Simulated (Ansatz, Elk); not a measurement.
## Bonding as seen by X-rays: MoH2

Structure refinements treat a crystal as free atoms side by side. For a made-up structure of MoH2 (cell and positions from a r2SCAN relaxation) the runs below show what the calculated density changes in F(hkl).

Program: Elk 11.2.3 (patched build). Level of theory: DFT, PBE, all-electron APW+lo, Dirac cores, scalar-relativistic bands, static density, no spin. Results are calculated unless marked as measured.

This account leaves out most program logs.

The structure was built from a prototype and need not be the compound's stable phase.

### Step 1. The structure

Symmetry: Fm-3m, No. 225, cubic system. Conventional cell: a = 4.396 Å, b = 4.396 Å, c = 4.396 Å, α = 90.00°, β = 90.00°, γ = 90.00°. Mo has 8 H at 1.90 Å nearest. Nearest to H lie 4 Mo at 1.90 Å. Farther neighbours are not listed.

### Step 2. Ground state and structure factors

An all-electron density is needed, since X-rays see the cores too. Task 0 finds the density and task 195 Fourier-transforms it; tshift is off so that phases refer to the origin typed.

elk.in

```
tasks
  0
  195

xctype
  20

spinpol
  .false.

rgkmax
  7.0

gmaxvr
  14.0

lmaxo
  7

lmaxapw
  8

swidth
  0.002

tshift
  .false.

ramdisk
  .false.

hmaxvr
  5.5

maxscl
  120

epspot
  1e-06

sppath
  './'

avec
  -0.00000000000 4.15382310412 4.15382310412
  4.15382310412 0.00000000000 4.15382310412
  4.15382310412 4.15382310412 -0.00000000000

atoms
  2
  'Mo.in'
  1
  0.0000000000 -0.0000000000 -0.0000000000   0.000000 0.000000 0.000000
  'H.in'
  2
  0.7500000000 0.7500000000 0.7500000000   0.000000 0.000000 0.000000
  0.2500000000 0.2500000000 0.2500000000   0.000000 0.000000 0.000000

ngridk
  9 9 9
```

Command:

```
OMP_NUM_THREADS=4 elk
```

Wall time 8.8 s (4 threads of Arm Neoverse V2, shared host); peak memory 0.22 GiB; 25 s of CPU time.

SFACRHO.OUT:

```text

h k l indices transformed by vhmat matrix:
   1.000000000       0.000000000       0.000000000    
   0.000000000       1.000000000       0.000000000    
   0.000000000       0.000000000       1.000000000    

      h      k      l  multipl.   |H|            Re(F)            Im(F)           |F|

      0      0      0      1   0.0000000       44.000000      0.11178767E-15   44.000000    
     -1      0      0      8   1.3099735       33.103335     -0.46623569E-16   33.103335    
      0     -1     -1      6   1.5126271       30.595476     -0.13778421E-15   30.595476    
     -1      1      0     12   2.1391777       28.046162      0.89493796E-17   28.046162    
     -1      1     -1     24   2.5084082       25.485145      0.10101773E-15   25.485145    
      0      0     -2      8   2.6199470       24.535558      0.12747114E-15   24.535558    
      2      2      0      6   3.0252542       23.351028      0.47716712E-16   23.351028    
     -2      1      0     24   3.2966943       21.916284     -0.15541190E-16   21.916284    
      1      2     -1     24   3.3823370       21.472083     -0.27233217E-16   21.472083    
      3      1      0     24   3.7051645       20.597111     -0.12930755E-16   20.597111    
     -1      2      2     24   3.9299204       19.820612     -0.77705949E-17   19.820612    
     -3     -3     -3      8   3.9299204       19.716327      0.31082379E-16   19.716327    
     -2      0      2     12   4.2783555       18.798394     -0.23196008E-16   18.798394    
     -1      2     -2     48   4.4744112       18.181952     -0.34967677E-16   18.181952    
     -1     -1     -4     24   4.5378812       17.917461     -0.17599183E-15   17.917461    
      0     -3     -3      6   4.5378812       18.005903     -0.66396852E-16   18.005903    
     -3     -2      1     24   4.7833468       17.443950     -0.35156405E-16   17.443950    
      4      3      4     24   4.9594795       16.884055     -0.38852974E-16   16.884055
```

Elk indexes on the primitive cell of elk.in and gives |H| = 4π sin θ/λ in inverse bohr. Below, one row stands for each form hkl of the conventional cell (m members, Friedel mates merged), F is for one primitive cell and the density is static (no thermal factor). Free-atom factors are Waasmaier and Kirfel's, and R is Σm||F|−|F'||/Σm|F|.

| hkl | m | sin θ/λ (Å⁻¹) | abs F, DFT | neutral atoms | diff. |
| --- | --- | --- | --- | --- | --- |
| 111 | 8 | 0.197 | 33.103 | 33.336 | -0.233 |
| 200 | 6 | 0.228 | 30.596 | 30.978 | -0.382 |
| 220 | 12 | 0.322 | 28.046 | 27.932 | +0.114 |
| 311 | 24 | 0.377 | 25.485 | 25.374 | +0.111 |
| 222 | 8 | 0.394 | 24.536 | 24.527 | +0.009 |
| 400 | 6 | 0.455 | 23.351 | 23.130 | +0.221 |
| 331 | 24 | 0.496 | 21.916 | 21.887 | +0.030 |
| 420 | 24 | 0.509 | 21.472 | 21.443 | +0.029 |
| 422 | 24 | 0.557 | 20.597 | 20.598 | -0.001 |
| 511 | 24 | 0.591 | 19.821 | 19.805 | +0.015 |
| 333 | 8 | 0.591 | 19.716 | 19.805 | -0.089 |
| 440 | 12 | 0.643 | 18.798 | 18.864 | -0.066 |
| 531 | 48 | 0.673 | 18.182 | 18.259 | -0.077 |
| 442 | 24 | 0.682 | 17.918 | 18.035 | -0.117 |

### Step 3. The highest occupied states alone

An energy window below the Fermi level keeps the highest occupied states, to see at which angles they scatter; shallow core shells can lie inside it and anion s states outside. No new self-consistency is needed.

Changes to elk.in since step 2:

```diff
@@ -1,3 +1,2 @@
 tasks
-  0
   195
@@ -40,2 +39,5 @@
 
+wsfac
+  0.090260 0.757750
+
 sppath
```

Command:

```
OMP_NUM_THREADS=4 elk
```

Run time: 1.4 s. Hardware: 4 threads; peak memory 0.22 GiB; 2.2 s of CPU time.

States within 10 eV below the Fermi level hold 7.84 electrons; any levels below the window count with the cores, and a count that is not whole means the window cuts a band. Their amplitudes can exceed the total, where window and core parts have opposite phase:

| hkl | sin θ/λ (Å⁻¹) | abs F, window | abs F, all |
| --- | --- | --- | --- |
| 111 | 0.197 | 1.294 | 33.103 |
| 200 | 0.228 | 0.063 | 30.596 |
| 220 | 0.322 | 0.762 | 28.046 |
| 311 | 0.377 | 0.102 | 25.485 |
| 222 | 0.394 | 0.309 | 24.536 |
| 400 | 0.455 | 0.282 | 23.351 |
| 331 | 0.496 | 0.078 | 21.916 |
| 420 | 0.509 | 0.194 | 21.472 |
| 422 | 0.557 | 0.053 | 20.597 |
| 511 | 0.591 | 0.014 | 19.821 |

### Step 4. Another functional

The difference from free atoms is small, so it is set against the change that LDA (Perdew-Wang) makes.

Changes to elk.in since step 3:

```diff
@@ -1,2 +1,3 @@
 tasks
+  0
   195
@@ -4,3 +5,3 @@
 xctype
-  20
+  3
 
@@ -39,5 +40,2 @@
 
-wsfac
-  0.090260 0.757750
-
 sppath
```

Command:

```
OMP_NUM_THREADS=4 elk
```

Run time: 4.7 s. Hardware: 4 threads; peak memory 0.22 GiB; 14 s of CPU time.

Against the first run R = 0.04 %; the largest change is -0.026 at 220.

### Step 5. A coarser k-mesh

About half the k-points along each axis test the sampling.

Changes to elk.in since step 4:

```diff
@@ -5,3 +5,3 @@
 xctype
-  3
+  20
 
@@ -59,2 +59,2 @@
 ngridk
-  9 9 9
+  4 4 4
```

Command:

```
OMP_NUM_THREADS=4 elk
```

Run time: 5.1 s. Hardware: 4 threads; peak memory 0.22 GiB; 9.9 s of CPU time.

Against the first run R = 0.03 %; the largest change is -0.022 at 400.

### Step 6. Basis size

A smaller basis shows how fast F responds to it; the change is likely larger than the basis error of the first run, but doesn't show convergence.

Changes to elk.in since step 5:

```diff
@@ -11,3 +11,3 @@
 rgkmax
-  7.0
+  5.5
 
@@ -59,2 +59,2 @@
 ngridk
-  4 4 4
+  9 9 9
```

Command:

```
OMP_NUM_THREADS=4 elk
```

Run time: 7.5 s. Hardware: 4 threads; peak memory 0.22 GiB; 20 s of CPU time.

Against the first run R = 0.01 %; the largest change is +0.004 at 420.

### Step 7. Settings against the effect

| run | R against the first run (%) | R against neutral atoms, low angle (%) | wall time |
| --- | --- | --- | --- |
| PBE, rgkmax 7 | 0.00 | 0.93 | 8.8 s |
| LDA (Perdew-Wang) | 0.04 | 0.90 | 4.7 s |
| k-mesh 4×4×4 | 0.03 | 0.94 | 5.1 s |
| rgkmax 5.5 | 0.01 | 0.93 | 7.5 s |

### Step 8. Outcome

- R against neutral atoms, sin θ/λ < 0.3 Å⁻¹: 0.93 %
- R against neutral atoms, 0.3 to 0.82 Å⁻¹: 0.31 %

In words: Independent neutral atoms miss the calculated amplitudes by R = 0.93 % below 0.3 Å⁻¹ and 0.31 % from there to 0.82 Å⁻¹; by shells, 0.93 % 0.15 to 0.3 (2 forms), 0.36 % 0.3 to 0.45 (3 forms), 0.30 % above 0.45 (17 forms). Bonding, aspherical density and the tables' own atoms all enter these figures, and the runs don't part them. The largest change of an amplitude is -0.38 electrons, at 200. The window's part falls from 7.8 electrons at the origin to at most 0.28 between 0.45 and 0.82 Å⁻¹. Below 0.3 Å⁻¹ the changes that finished (LDA (Perdew-Wang), k-mesh 4×4×4 and rgkmax 5.5) move F by R = 0.03 % at most, against the 0.93 % that separates it from free atoms. These runs have no spin, though d or f shells may be open. Part of the difference isn't bonding: the tables are fits to free atoms and ions calculated by other methods than this functional. Thermal motion, anomalous dispersion and extinction are left out.

[Logs are printed without paths, hosts, clocks, repeated set-up lines and the standing remarks that a program may print on its own settings, such as how far it seeks lower states.]

[Hosts, paths, dates, database ids (printed as entryN), source tags and the programs' standing remarks are cut or masked in the printed files.]
